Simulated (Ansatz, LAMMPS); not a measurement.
# Elastic response of glassy CaAl2Si2O8 (117 atoms), part 3 of 4

Aim: relax glassy CaAl2Si2O8 (117 atoms), then change its volume and shape to read moduli from the stress.

Ansatz 0.2.0; Kohn-Sham DFT, PBE, PAW (set soft_2), plane waves.

The cell: 18 Al, 9 Ca, 72 O and 18 Si. The quench rate of 20 K/ps far exceeds what a furnace or splat quench reaches. The starting topology of bonds comes from the classical model. Sampling is at Γ alone.

So far. Step 2 (Single point at the start): The r.m.s. force at the start is 1.2 eV/Å. Step 3 (Cell and atoms relaxed): The relaxation converged after 37 steps, with a largest force component of 0.014 eV/Å.

## 5. Volume -3 %

The relaxed cell is scaled evenly and the atoms are relaxed again; the stress at the end gives one point of P(V).

Input file input.yaml:

```yaml
crystal:
  lattice:
    - [11.55745, -0.20747, 0.29414]
    - [-0.20747, 11.50574, 0.28827]
    - [0.29414, 0.28827, 11.56275]
  atoms:
    [... the 117 atom lines of step 4 ...]
kpoints:
  mp_grid: { grid: [1, 1, 1] }
hamiltonian:
  xc: pbe
scf:
  occupations: { method: gaussian, width: 0.05 }
output:
  forces: true
  eigenvalues: true
  stress: true
relax:
  f_tol: 0.05
  max_steps: 70
```

On the command line:

```bash
$ ansatz run input.yaml --threads 4 --pin off --max-ram 8192MiB --backend cpu --events-out ev --progress --plain --runs-dir out
```

Numbers of over 12 decimals in the logs are rounded to 6 here.

The program printed:

```text
Warning: output.stress: scf.convergence.dr2_threshold = 1e-7 eV (the SCF's general default) is looser than the 1.08e-8 eV advised for a printed stress (1e-10 eV for each atom of the cell: 117, of which 108 are counted). What an SCF threshold leaves in a stress goes as its square root, and in the free energy as the threshold itself, and one threshold admits the most on a small cell: [...]
[...]
Crystal: 117 atoms, lattice volume = 1535.091 Å³
Basis set: ecut = 420 eV, 30013 PW (Γ), exchange–correlation on 160×160×160 points (8 copies of the dense FFT grid, shifted against one another)
Bands: 441, of which v1, the nominal top of the filled ones, is band 324 counted from 1 (323 counted from 0)
Symmetry: 1 space group operations
[...]
k-points: 1
[...]
SCF iter   1: F=—  HF=-78481.527505 eV  |F-HF|=—  |Δ(HF+E_count)|=         —  Δρ=1.97e-3  dr2=6.41e-2  ethr=1.77e-3  ⟨swp⟩=6.0  Hψ=1976  notcnv=0  defer=100
[...]
SCF iter   5: F=—  HF=-78481.539950 eV  |F-HF|=—  |Δ(HF+E_count)|=   7.05e-5  Δρ=7.35e-5  dr2=8.56e-5  ethr=5.56e-8  ⟨swp⟩=2.0  Hψ=674  notcnv=0  defer=110
SCF iter   6: F=-78481.539959 eV  HF=-78481.539974 eV  |F-HF|=1.51e-5  |Δ(HF+E_count)|=   2.40e-5  Δρ=4.61e-5  dr2=2.69e-5  ethr=9.65e-9  ⟨swp⟩=18.0  Hψ=2995  notcnv=0
SCF 1 converged in 6 iterations: F = -78481.539959 eV  dr2 = 2.69e-5
[...]
relax step   1: F+E_penalty+E_count = -78481.53995868 eV  Δ(F+E_penalty+E_count) = +0.000e0 eV  max|allowed force component| = 4.927e-1 eV/Å  Δτ_max = 0.0000 Å  (6 SCF iters, dr2 threshold 6.25e-5 eV, accepted)
[...]
relax step   2: F+E_penalty+E_count = -78481.77068760 eV  Δ(F+E_penalty+E_count) = -2.307e-1 eV  max|allowed force component| = 2.920e-1 eV/Å  Δτ_max = 0.0478 Å  (6 SCF iters, dr2 threshold 1.52e-5 eV, accepted)
[...]
relax step   3: F+E_penalty+E_count = -78481.91057579 eV  Δ(F+E_penalty+E_count) = -1.399e-1 eV  max|allowed force component| = 1.626e-1 eV/Å  Δτ_max = 0.0557 Å  (7 SCF iters, dr2 threshold 5.33e-6 eV, accepted)
relax step   4: F+E_penalty+E_count = -78481.89188972 eV  Δ(F+E_penalty+E_count) = +1.869e-2 eV  max|allowed force component| = 3.210e-1 eV/Å  Δτ_max = 0.2000 Å  (7 SCF iters, dr2 threshold 8.20e-6 eV, rejected (line search))
relax step   5: F+E_penalty+E_count = -78481.95074845 eV  Δ(F+E_penalty+E_count) = -4.017e-2 eV  max|allowed force component| = 9.212e-2 eV/Å  Δτ_max = 0.0870 Å  (9 SCF iters, accepted)
relax step   6: F+E_penalty+E_count = -78481.95076725 eV  Δ(F+E_penalty+E_count) = -1.880e-5 eV  max|allowed force component| = 2.014e-1 eV/Å  Δτ_max = 0.1000 Å  (7 SCF iters, dr2 threshold 2.63e-6 eV, accepted)
relax step   7: F+E_penalty+E_count = -78481.94556676 eV  Δ(F+E_penalty+E_count) = +5.200e-3 eV  max|allowed force component| = 1.932e-1 eV/Å  Δτ_max = 0.1500 Å  (7 SCF iters, dr2 threshold 1.30e-5 eV, rejected (line search))
[...]
relax step   8: F+E_penalty+E_count = -78481.96760215 eV  Δ(F+E_penalty+E_count) = -1.683e-2 eV  max|allowed force component| = 2.803e-2 eV/Å  Δτ_max = 0.0750 Å  (9 SCF iters, accepted)
SCF converged after 9 iterations
Free energy (F): -78481.967602 eV
[...]
Internal energy: -78481.967602 eV  (E = F + TS)
E sigma→0 (E₀):  -78481.967602 eV
Fermi energy:    6.082196 eV
[...]
Σ components = -78481.967602   (vs F -78481.967602, Δ=0.00e0)
--- Forces (eV/Å), atoms counted from 1 ---
  atom   1  Al     0.00528577    -0.00788517    -0.00153150
  atom   2  Al    -0.00358289     0.00423657     0.00323607
  atom   3  Al    -0.00274777    -0.00547102    -0.01199476
  atom   4  Al     0.00215752    -0.02802859    -0.00312566
[...]
atom 117  Si     0.00561824     0.00259921    -0.00074500
  max |Σ_I F_I| component: 1.58e-4 eV/Å
--- Stress (GPa, compression-positive) ---
        1.945425       0.025550      -0.180825
        0.025555       2.096819      -0.175774
       -0.180822      -0.175768       1.442593
  P = ⅓ Tr σ = 1.8283 GPa (18.283 kbar)
--- Band table (eV) ---
[...]
--- Relaxed structure (8 steps of the walk, 6 accepted, 0 SCFs on fresh bases) ---
  F+E_penalty+E_count = -78481.96760215 eV   max|allowed force component| = 2.803e-2 eV/Å
  atoms:
    - { symbol: Al, position: [0.345002, 0.990676, 0.945921] }
    - { symbol: Al, position: [0.845538, 0.967041, 0.069730] }
    - { symbol: Al, position: [0.615589, 0.850959, 0.411828] }
    - { symbol: Al, position: [0.309038, 0.231365, 0.303066] }
[...]
- { symbol: Si, position: [0.954642, 0.307293, 0.640633] }
```

Run time: 2.7 min. Hardware: 4 threads of Intel Xeon Platinum 8259CL at 2.50GHz (Skylake/Cascade Lake), shared host; peak memory 2.3 GiB.

The program notes that the SCF threshold is loose for the stress.

The relaxation converged after 8 steps, 0.428 eV below its start, with a largest force component of 0.028 eV/Å.

Volume -3 %: the energy stands 0.271 eV above that of the reference, at a pressure of 1.83 GPa.

## 6. Volume +3 %

The relaxed cell is scaled to another volume.

Input and log are left out; they have the form of those shown for this kind of step.

Wall time 2.6 min (4 threads of Intel Xeon Platinum 8259CL at 2.50GHz (Skylake/Cascade Lake), shared host); peak memory 2.3 GiB.

The relaxation converged after 7 steps, 0.361 eV below its start, with a largest force component of 0.025 eV/Å.

Volume +3 %: the energy stands 0.261 eV above that of the reference, at a pressure of -1.79 GPa.

## 7. Volume -6 %

The relaxed cell is scaled to another volume.

Input and log are left out; they have the form of those shown for this kind of step.

Wall time 3.7 min (4 threads of Intel Xeon Platinum 8259CL at 2.50GHz (Skylake/Cascade Lake), shared host); peak memory 2.2 GiB; 14 min of CPU time.

The relaxation converged after 13 steps, 2.12 eV below its start, with a largest force component of 0.035 eV/Å.

Volume -6 %: the energy stands 0.825 eV above that of the reference, at a pressure of 3.55 GPa.

## 8. Volume +6 %

The relaxed cell is scaled to another volume.

Input and log are left out; they have the form of those shown for this kind of step.

It took 2.5 min on 4 threads of Intel Xeon Platinum 8259CL at 2.50GHz (Skylake/Cascade Lake), shared host; peak memory 2.4 GiB; 9.5 min of CPU time.

The relaxation converged after 8 steps, 1.36 eV below its start, with a largest force component of 0.022 eV/Å.

Volume +6 %: the energy stands 1.04 eV above that of the reference, at a pressure of -3.43 GPa.

## 9. Volume -10 %

The relaxed cell is scaled to another volume.

input.yaml, the sections that differ from step 5:

```yaml
crystal:
  lattice:
    - [11.27247, -0.20236, 0.28689]
    - [-0.20236, 11.22203, 0.28116]
    - [0.28689, 0.28116, 11.27764]
  atoms:
    [... the 117 atom lines of step 4 ...]
# kpoints, hamiltonian, scf, output, relax: as in step 5
```

The program printed:

```text
[...]
Crystal: 117 atoms, lattice volume = 1424.312 Å³
Basis set: ecut = 420 eV, 27803 PW (Γ), exchange–correlation on 160×160×160 points (8 copies of the dense FFT grid, shifted against one another)
Bands: 441, of which v1, the nominal top of the filled ones, is band 324 counted from 1 (323 counted from 0)
Symmetry: 1 space group operations
[...]
k-points: 1
[...]
SCF iter   1: F=—  HF=-78473.430545 eV  |F-HF|=—  |Δ(HF+E_count)|=         —  Δρ=2.17e-3  dr2=7.05e-2  ethr=1.77e-3  ⟨swp⟩=6.0  Hψ=2081  notcnv=0  defer=100
[...]
SCF iter   5: F=-78473.440447 eV  HF=-78473.440445 eV  |F-HF|=1.99e-6  |Δ(HF+E_count)|=   8.93e-5  Δρ=6.03e-5  dr2=4.89e-5  ethr=4.12e-8  ⟨swp⟩=2.0  Hψ=546  notcnv=0  defer=100
SCF iter   6: F=-78473.440457 eV  HF=-78473.440463 eV  |F-HF|=5.62e-6  |Δ(HF+E_count)|=   1.80e-5  Δρ=3.21e-5  dr2=1.24e-5  ethr=7.54e-9  ⟨swp⟩=14.0  Hψ=3215  notcnv=0
SCF 1 converged in 6 iterations: F = -78473.440457 eV  dr2 = 1.24e-5
[...]
relax step   1: F+E_penalty+E_count = -78473.44045699 eV  Δ(F+E_penalty+E_count) = +0.000e0 eV  max|allowed force component| = 1.868e0 eV/Å  Δτ_max = 0.0000 Å  (6 SCF iters, dr2 threshold 6.25e-5 eV, accepted)
[...]
relax step   2: F+E_penalty+E_count = -78476.23701765 eV  Δ(F+E_penalty+E_count) = -2.797e0 eV  max|allowed force component| = 1.110e0 eV/Å  Δτ_max = 0.1415 Å  (7 SCF iters, dr2 threshold 1.00e-4 eV, accepted)
[...]
relax step   3: F+E_penalty+E_count = -78478.12105010 eV  Δ(F+E_penalty+E_count) = -1.884e0 eV  max|allowed force component| = 5.774e-1 eV/Å  Δτ_max = 0.1948 Å  (7 SCF iters, dr2 threshold 7.70e-5 eV, accepted)
relax step   4: F+E_penalty+E_count = -78478.57996386 eV  Δ(F+E_penalty+E_count) = -4.589e-1 eV  max|allowed force component| = 3.868e-1 eV/Å  Δτ_max = 0.2000 Å  (7 SCF iters, dr2 threshold 9.02e-5 eV, accepted)
relax step   5: F+E_penalty+E_count = -78478.82776364 eV  Δ(F+E_penalty+E_count) = -2.478e-1 eV  max|allowed force component| = 6.073e-1 eV/Å  Δτ_max = 0.1974 Å  (7 SCF iters, dr2 threshold 4.05e-5 eV, accepted)
relax step   6: F+E_penalty+E_count = -78479.00959248 eV  Δ(F+E_penalty+E_count) = -1.818e-1 eV  max|allowed force component| = 3.362e-1 eV/Å  Δτ_max = 0.2000 Å  (6 SCF iters, dr2 threshold 1.00e-4 eV, accepted)
relax step   7: F+E_penalty+E_count = -78479.16611301 eV  Δ(F+E_penalty+E_count) = -1.565e-1 eV  max|allowed force component| = 4.521e-1 eV/Å  Δτ_max = 0.1954 Å  (7 SCF iters, dr2 threshold 3.46e-5 eV, accepted)
relax step   8: F+E_penalty+E_count = -78479.33474221 eV  Δ(F+E_penalty+E_count) = -1.686e-1 eV  max|allowed force component| = 4.138e-1 eV/Å  Δτ_max = 0.2000 Å  (6 SCF iters, dr2 threshold 6.26e-5 eV, accepted)
relax step   9: F+E_penalty+E_count = -78479.34047725 eV  Δ(F+E_penalty+E_count) = -5.735e-3 eV  max|allowed force component| = 3.991e-1 eV/Å  Δτ_max = 0.1945 Å  (6 SCF iters, dr2 threshold 1.00e-4 eV, accepted)
relax step  10: F+E_penalty+E_count = -78479.40832846 eV  Δ(F+E_penalty+E_count) = -6.785e-2 eV  max|allowed force component| = 5.143e-1 eV/Å  Δτ_max = 0.2000 Å  (7 SCF iters, dr2 threshold 1.00e-4 eV, accepted)
relax step  11: F+E_penalty+E_count = -78479.43206587 eV  Δ(F+E_penalty+E_count) = -2.374e-2 eV  max|allowed force component| = 1.958e-1 eV/Å  Δτ_max = 0.0473 Å  (5 SCF iters, dr2 threshold 1.00e-4 eV, accepted)
relax step  12: F+E_penalty+E_count = -78479.41164127 eV  Δ(F+E_penalty+E_count) = +2.042e-2 eV  max|allowed force component| = 2.698e-1 eV/Å  Δτ_max = 0.2000 Å  (7 SCF iters, dr2 threshold 5.55e-6 eV, rejected (line search))
relax step  13: F+E_penalty+E_count = -78479.45309024 eV  Δ(F+E_penalty+E_count) = -2.102e-2 eV  max|allowed force component| = 1.859e-1 eV/Å  Δτ_max = 0.0404 Å  (9 SCF iters, accepted)
relax step  14: F+E_penalty+E_count = -78479.45929371 eV  Δ(F+E_penalty+E_count) = -6.203e-3 eV  max|allowed force component| = 8.572e-2 eV/Å  Δτ_max = 0.1000 Å  (7 SCF iters, dr2 threshold 5.01e-6 eV, accepted)
[...]
relax step  15: F+E_penalty+E_count = -78479.46352721 eV  Δ(F+E_penalty+E_count) = -4.234e-3 eV  max|allowed force component| = 3.922e-2 eV/Å  Δτ_max = 0.0374 Å  (8 SCF iters, accepted)
SCF converged after 8 iterations
Free energy (F): -78479.463527 eV
[...]
Internal energy: -78479.463527 eV  (E = F + TS)
E sigma→0 (E₀):  -78479.463527 eV
Fermi energy:    7.018799 eV
[...]
Σ components = -78479.463527   (vs F -78479.463527, Δ=0.00e0)
--- Forces (eV/Å), atoms counted from 1 ---
  atom   1  Al    -0.01030831     0.02790802    -0.01795366
  atom   2  Al     0.00947212    -0.00145595    -0.00992814
  atom   3  Al    -0.00211586    -0.00879165     0.01850684
  atom   4  Al    -0.00226497    -0.00509844     0.00244313
[...]
atom 117  Si    -0.02001593     0.01156123    -0.00203933
  max |Σ_I F_I| component: 9.62e-5 eV/Å
--- Stress (GPa, compression-positive) ---
        5.841031       0.209031       0.278747
        0.209028       7.328288      -0.973402
        0.278749      -0.973410       4.289312
  P = ⅓ Tr σ = 5.8195 GPa (58.195 kbar)
--- Band table (eV) ---
[...]
--- Relaxed structure (15 steps of the walk, 14 accepted, 0 SCFs on fresh bases) ---
  F+E_penalty+E_count = -78479.46352721 eV   max|allowed force component| = 3.922e-2 eV/Å
  atoms:
    - { symbol: Al, position: [0.347462, 0.999129, 0.952257] }
    - { symbol: Al, position: [0.852021, 0.964136, 0.060371] }
    - { symbol: Al, position: [0.604392, 0.849014, 0.407826] }
    - { symbol: Al, position: [0.300510, 0.210119, 0.314713] }
[...]
- { symbol: Si, position: [0.959518, 0.324097, 0.638384] }
```

Wall time 3.9 min (4 threads); peak memory 2.2 GiB.

The relaxation converged after 15 steps, 6.02 eV below its start, with a largest force component of 0.039 eV/Å.

Volume -10 %: the energy stands 2.78 eV above that of the reference, at a pressure of 5.82 GPa.

## 10. Stretched by 1 % along x

The relaxed cell is strained along x alone, which gives the stiffness along x and its coupling to y and z.

input.yaml, the sections that differ from step 9:

```yaml
crystal:
  lattice:
    - [11.79214, -0.20959, 0.29714]
    - [-0.21169, 11.62315, 0.29121]
    - [0.30011, 0.29121, 11.68075]
  atoms:
    [... the 117 atom lines of step 4 ...]
# kpoints, hamiltonian, scf, output, relax: as in step 9
```

The program printed:

```text
[...]
Crystal: 117 atoms, lattice volume = 1598.393 Å³
Basis set: ecut = 420 eV, 31273 PW (Γ), exchange–correlation on 160×160×160 points (8 copies of the dense FFT grid, shifted against one another)
Bands: 441, of which v1, the nominal top of the filled ones, is band 324 counted from 1 (323 counted from 0)
Symmetry: 1 space group operations
[...]
k-points: 1
[...]
SCF iter   1: F=—  HF=-78482.090561 eV  |F-HF|=—  |Δ(HF+E_count)|=         —  Δρ=1.89e-3  dr2=6.03e-2  ethr=1.77e-3  ⟨swp⟩=6.0  Hψ=1939  notcnv=0  defer=107
[...]
SCF iter   5: F=—  HF=-78482.106869 eV  |F-HF|=—  |Δ(HF+E_count)|=   7.78e-5  Δρ=7.84e-5  dr2=9.82e-5  ethr=5.71e-8  ⟨swp⟩=2.0  Hψ=554  notcnv=0  defer=107
SCF iter   6: F=-78482.106879 eV  HF=-78482.106889 eV  |F-HF|=9.24e-6  |Δ(HF+E_count)|=   1.96e-5  Δρ=4.07e-5  dr2=2.34e-5  ethr=9.65e-9  ⟨swp⟩=17.0  Hψ=2946  notcnv=0
SCF 1 converged in 6 iterations: F = -78482.106879 eV  dr2 = 2.34e-5
[...]
relax step   1: F+E_penalty+E_count = -78482.10687942 eV  Δ(F+E_penalty+E_count) = +0.000e0 eV  max|allowed force component| = 4.482e-1 eV/Å  Δτ_max = 0.0000 Å  (6 SCF iters, dr2 threshold 6.25e-5 eV, accepted)
[...]
relax step   2: F+E_penalty+E_count = -78482.15328204 eV  Δ(F+E_penalty+E_count) = -4.640e-2 eV  max|allowed force component| = 2.652e-1 eV/Å  Δτ_max = 0.0254 Å  (5 SCF iters, dr2 threshold 1.26e-5 eV, accepted)
[...]
relax step   3: F+E_penalty+E_count = -78482.18059275 eV  Δ(F+E_penalty+E_count) = -2.731e-2 eV  max|allowed force component| = 7.126e-2 eV/Å  Δτ_max = 0.0219 Å  (6 SCF iters, dr2 threshold 4.40e-6 eV, accepted)
relax step   4: F+E_penalty+E_count = -78482.17213450 eV  Δ(F+E_penalty+E_count) = +8.458e-3 eV  max|allowed force component| = 1.237e-1 eV/Å  Δτ_max = 0.0708 Å  (9 SCF iters, rejected (line search))
[...]
relax step   5: F+E_penalty+E_count = -78482.18459976 eV  Δ(F+E_penalty+E_count) = -4.007e-3 eV  max|allowed force component| = 4.639e-2 eV/Å  Δτ_max = 0.0228 Å  (9 SCF iters, accepted)
SCF converged after 9 iterations
Free energy (F): -78482.184600 eV
[...]
Internal energy: -78482.184600 eV  (E = F + TS)
E sigma→0 (E₀):  -78482.184600 eV
Fermi energy:    5.641139 eV
[...]
Σ components = -78482.184600   (vs F -78482.184600, Δ=0.00e0)
--- Forces (eV/Å), atoms counted from 1 ---
  atom   1  Al    -0.00117694     0.00898294    -0.00918888
  atom   2  Al     0.00556510     0.00204397    -0.00840940
  atom   3  Al     0.01935621    -0.00844868     0.00744823
  atom   4  Al     0.01272985    -0.01562961    -0.00052279
[...]
atom 117  Si     0.00458477     0.02027014    -0.02173020
  max |Σ_I F_I| component: 1.56e-4 eV/Å
--- Stress (GPa, compression-positive) ---
       -1.177868      -0.052018       0.023389
       -0.052015      -0.455300       0.041455
        0.023391       0.041459      -0.420736
  P = ⅓ Tr σ = -0.6846 GPa (-6.846 kbar)
--- Band table (eV) ---
[...]
--- Relaxed structure (5 steps of the walk, 4 accepted, 0 SCFs on fresh bases) ---
  F+E_penalty+E_count = -78482.18459976 eV   max|allowed force component| = 4.639e-2 eV/Å
  atoms:
    - { symbol: Al, position: [0.343489, 0.990230, 0.943283] }
    - { symbol: Al, position: [0.843976, 0.966706, 0.071848] }
    - { symbol: Al, position: [0.620571, 0.852156, 0.414432] }
    - { symbol: Al, position: [0.307810, 0.237772, 0.300880] }
[...]
- { symbol: Si, position: [0.952970, 0.303795, 0.641822] }
```

The job ended after 1.8 min (4 threads; peak memory 2.3 GiB; 6.4 min of CPU time).

The relaxation converged after 5 steps, 0.0777 eV below its start, with a largest force component of 0.046 eV/Å.

Stretched by 1 % along x: the energy stands 0.0544 eV above that of the reference, at a pressure of -0.685 GPa.

[end of part 3 of 4]

[Logs are printed without paths, hosts, clocks, repeated set-up lines and the standing remarks that a program may print on its own settings, such as how far it seeks lower states.]

[Hosts, paths, dates, database ids (printed as entryN), source tags and the programs' standing remarks are cut or masked in the printed files.]
